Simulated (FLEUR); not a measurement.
## Eu: one coupling from two orders, and a test

Aim: get Heisenberg couplings of Eu from the energies of collinear orders, with pencil and paper, and test them on an order left out of the fit.

Calculated with FLEUR MaX-R8.1; LDA (VWN) with U = 3.6 eV on Eu f; all-electron FLAPW, Dirac cores, scalar-relativistic bands.

The database entry behind the starting cell differs from later determinations by our own check (about 0.5 % long), so it need not match the best structure at ambient conditions.

## 1. Starting point

Symmetry: Im-3m, No. 229, cubic system. Conventional cell: a = 4.606 Å, b = 4.606 Å, c = 4.606 Å, α = 90.00°, β = 90.00°, γ = 90.00°. Eu has 8 Eu at 3.99 Å nearest.

As a file:

```xyz
1
Lattice="-2.3030 2.3030 2.3030 2.3030 -2.3030 2.3030 2.3030 2.3030 -2.3030" Properties=species:S:1:pos:R:3 pbc="T T T"
Eu    0.0000    0.0000    0.0000
```

## 2. The parallel order

All energies count from this run. A Hubbard U acts on the open shell, since semilocal functionals spread its electrons too much.

The file n_mmp_mat seeds the f occupations with whole cubic orbitals by Hund's first rule, so that the U acts from the first pass. inpgen writes inp.xml from crystal.txt; cutoffs, mixing, functional, smearing and local orbitals are then set in the file. The k list default-1 (kpts.xml, not shown) is a Γ-centred 8×8×8 mesh; where the ranks do not divide the number of points, some are split in two of half the weight.

inp.xml

```
<?xml version="1.0" encoding="UTF-8" standalone="no"?>
<fleurInput fleurInputVersion="0.39">
   <comment>
      Eu
   </comment>
   <calculationSetup>
      <cutoffs Kmax="3.6" Gmax="10.8" GmaxXC="10.8" numbands="0"/>
      <scfLoop itmax="130" minDistance="0.0001" maxIterBroyd="15" imix="Anderson" alpha="0.05" precondParam="0.0" spinf="2.0" sdNocoIR="T"/>
      <coreElectrons ctail="T" frcor="F" kcrel="0" coretail_lmax="0"/>
      <xcFunctional name="vwn" relativisticCorrections="F"/>
      <magnetism jspins="2"/>
      <soc l_soc="F" theta="0.0" phi="0.0" spav="F"/>
      <expertModes spex="0" secvar="F"/>
      <geometryOptimization l_f="F" forcealpha="1.0" forcemix="BFGS" epsdisp="0.00001" epsforce="0.00001"/>
      <ldaU l_linMix="F" mixParam="0.05" spinf="1.0"/>
   </calculationSetup>
   <cell>
      <bzIntegration valenceElectrons="17.0" mode="hist" fermiSmearingEnergy="0.00110248">
         <kPointListSelection listName="default-1"/>
         <xi:include xmlns:xi="http://www.w3.org/2001/XInclude" href="kpts.xml"> </xi:include>
      </bzIntegration>
      <xi:include xmlns:xi="http://www.w3.org/2001/XInclude" href="sym.xml"> </xi:include>
      <bulkLattice scale="1.0">
         <bravaisMatrix>
            <row-1>   -4.3520392649537998     4.3520392649537998     4.3520392649537998</row-1>
            <row-2>    4.3520392649537998    -4.3520392649537998     4.3520392649537998</row-2>
            <row-3>    4.3520392649537998     4.3520392649537998    -4.3520392649537998</row-3>
         </bravaisMatrix>
      </bulkLattice>
   </cell>
   <atomSpecies>
      <species name="Europium (7.000" element="Eu" atomicNumber="63">
         <mtSphere radius="2.8" gridPoints="925" logIncrement="0.014"/>
         <atomicCutoffs lmax="10" lnonsphr="8"/>
         <electronConfig flipSpins="F">
            <coreConfig>(1s1/2) (2s1/2) (2p1/2) (2p3/2) (3s1/2) (3p1/2) (3p3/2) (4s1/2) (3d3/2) (3d5/2) (4p1/2) (4p3/2) (4d3/2) (4d5/2)</coreConfig>
            <valenceConfig>(5s1/2) (5p1/2) (5p3/2) (6s1/2) (4f5/2) (4f7/2)</valenceConfig>
            <stateOccupation state="(4f5/2)" spinUp="3.0" spinDown="0.0"/>
            <stateOccupation state="(4f7/2)" spinUp="4.0" spinDown="0.0"/>
         </electronConfig>
         <energyParameters s="6" p="6" d="5" f="4"/>
         <ldaU l="3" U="3.6" J="0.0" l_amf="F"/>
         <lo type="SCLO" l="0" n="5" eDeriv="0"/>
         <lo type="SCLO" l="1" n="5" eDeriv="0"/>
      </species>
   </atomSpecies>
   <atomGroups>
      <atomGroup species="Europium (7.000">
         <relPos label="                   1">.0000000000 .0000000000 .0000000000</relPos>
         <force calculate="T" relaxXYZ="TTT"/>
      </atomGroup>
   </atomGroups>
   <output dos="F" band="F" slice="F">
      <bandDOS minEnergy="-.5*Htr" maxEnergy="0.5*Htr" sigma="0.015" storeEVData="T"/>
      <plotting iplot="0" polar="F">
         <plot TwoD="T" vec1="  1.0  0.0  0.0" vec2="  0.0  1.0  0.0" vec3="  0.0  0.0  1.0" zero="  0.0  0.0  0.0" file="plot"/>
      </plotting>
      <moessbauerParams electricFieldGradient="F" isomerShift="F" coreHyperfine="F" valenceHyperfine="F"/>
   </output>
</fleurInput>
```

crystal.txt

```
Eu
&input film=F cartesian=F /
-2.30300000000  2.30300000000  2.30300000000
2.30300000000  -2.30300000000  2.30300000000
2.30300000000  2.30300000000  -2.30300000000
1.8897261246
1.0 1.0 1.0

1
63 0.00000000000  0.00000000000  0.00000000000 : 7.000

&kpt div1=8 div2=8 div3=8 gamma=T /
```

On the command line:

```
$ OMP_NUM_THREADS=1 inpgen -f crystal.txt > inpgen.log  # inp.xml is then edited as shown
$ OMP_NUM_THREADS=1 mpirun -n 4 fleur_MPI > fleur.log
```

Log:

```text
Welcome to FLEUR        (www.flapw.de)
      MaX-Release 8.1          (www.max-centre.eu)

 ========== k-point set info ==========
 Selected k-point list: default-1
 k-point list type: mesh
 0 x 0 x 0
 Number of k points: 32

 [... set-up left out ...]
 Iteration:     1   Distance:       3.24485699 me/bohr^3
 Iteration:     2   Distance:       2.97614485 me/bohr^3
 Iteration:     3   Distance:       1.63130940 me/bohr^3
 Iteration:     4   Distance:       0.64175316 me/bohr^3
 Iteration:     5   Distance:       0.15691947 me/bohr^3
[...]
[... left out ...]
            <freeEnergy value="-10845.1099268330"/>
            <extrapolationTo0K value="-10845.1098565407"/>
         </totalEnergy>
         [... left out ...]
         <ldaUDensityMatrixConvergence>
            <distance spin="1" distance="0.000000"/>
            <distance spin="2" distance="0.000000"/>
         </ldaUDensityMatrixConvergence>
         <densityConvergence units="me/bohr^3">
            <chargeDensity spin="1" distance="0.0000091284"/>
            <chargeDensity spin="2" distance="0.0000038856"/>
            <overallChargeDensity distance="0.0000094026"/>
            <spinDensity distance="0.0000104137"/>
         </densityConvergence>
      </iteration>
```

Wall time 30 s (4 MPI ranks of Intel Xeon at 2.50GHz (Skylake/Cascade Lake), shared host); peak memory 0.21 GiB; 99 s of CPU time.

Spin moment in the muffin-tin sphere by atom:

```csv
atom,spin moment in the muffin-tin sphere (μB)
Eu1,6.99
```

This step gave:

```
free energy                                                       : -295110.4751 eV
program's band gap on this mesh (in a metal only a level spacing) : 0.002001 eV
magnetization                                                     : 7.253 μB
final state                                                       : ferromagnetic
```

After 13 cycles the largest moment stands at 6.99 μB.

## 3. The orders used for the fit

The other orders were run with the same settings, on meshes that hold the same points. Free energies are divided by the number of Eu atoms; q is in fractions of the reciprocal vectors of the first run's cell.

```csv
order,atoms,mesh,free energy (eV),eV per Eu,largest moment (μB)
F +,1,8×8×8,-295110.4751,-295110.4751,6.99
"AF q=(1/2,1/2,1/2) +-",2,4×8×8,-590220.9126,-295110.4563,6.96
```

## 4. Counting neighbours

With E = −Σ J e_i·e_j over ordered pairs of unit vectors, turning a neighbour from parallel to opposed costs 2J a Eu atom. So an order lies 2 Σ n J over the parallel one, n being the opposed neighbours in each shell.

```
shell  distance (Å)  neighbours  opposed in AF q=(1/2,1/2,1/2) +-  opposed in AF q=(0,0,1/2) +-
   J1          3.99           8                                 8                             4
   J2          4.61           6                                 0                             4
```

Only J1 is kept.

## 5. Solving

```
2 × 8 × J1 = +18.8 meV    (AF q=(1/2,1/2,1/2) +-)
J1 = +1.18 meV
```

## 6. The test

The couplings now give the orders that were left out:

```
2 × 4 × (+1.18) = +9.4 meV    (AF q=(0,0,1/2) +-)
```

The runs themselves:

```
            order  atoms   mesh  free energy (eV)     eV per Eu  largest moment (μB)  over the parallel order (meV)  foretold (meV)
AF q=(0,0,1/2) +-      2  8×8×4      -590220.9385  -295110.4692                 6.99                           +5.9            +9.4
```

## 7. One more shell

One try is to add the next shell, though changing moments can also cause the miss. Both differences then fix both couplings, and no order is left for a test.

```
2 × 8 × J1 = +18.8 meV    (AF q=(1/2,1/2,1/2) +-)
2 × 4 × J1 + 2 × 4 × J2 = +5.9 meV    (AF q=(0,0,1/2) +-)
J1 = +1.18 meV
J2 = -0.44 meV
```

## 8. Summary of results

```yaml
effective_coupling_of_the_reversed_pairs_counted_on_j1_eu_eu_at_3p99_a: 1.18 meV
largest_miss_on_the_orders_left_out: 3.5 meV
j1_with_two_shells: 1.18 meV
j2_with_two_shells: -0.44 meV
```

**Reading.** The model misses the order left out by 3.5 meV, 19 % of the largest distance from the parallel order, so it holds only roughly. With the next shell added the couplings are J1 = +1.18 and J2 = -0.44 meV, untested. The largest moments of the orders differ by 0.45 % of the greatest. One difference fixes one number: it sums all reversed shells and need not be the coupling of the nearest one, even in sign. The f shell is half filled, so the spin-only picture is fair.

[Logs and program files are shortened in this print: banners, set-up blocks, solver, clock and traceback lines can be left out without a mark of their own.]

[Logs are printed without paths, hosts, clocks, repeated set-up lines and the standing remarks that a program may print on its own settings, such as how far it seeks lower states.]

[Hosts, paths, dates, database ids (printed as entryN), source tags and the programs' standing remarks are cut or masked in the printed files.]

[Where a cell is said to come from a database of computed structures, the database is the Materials Project.]
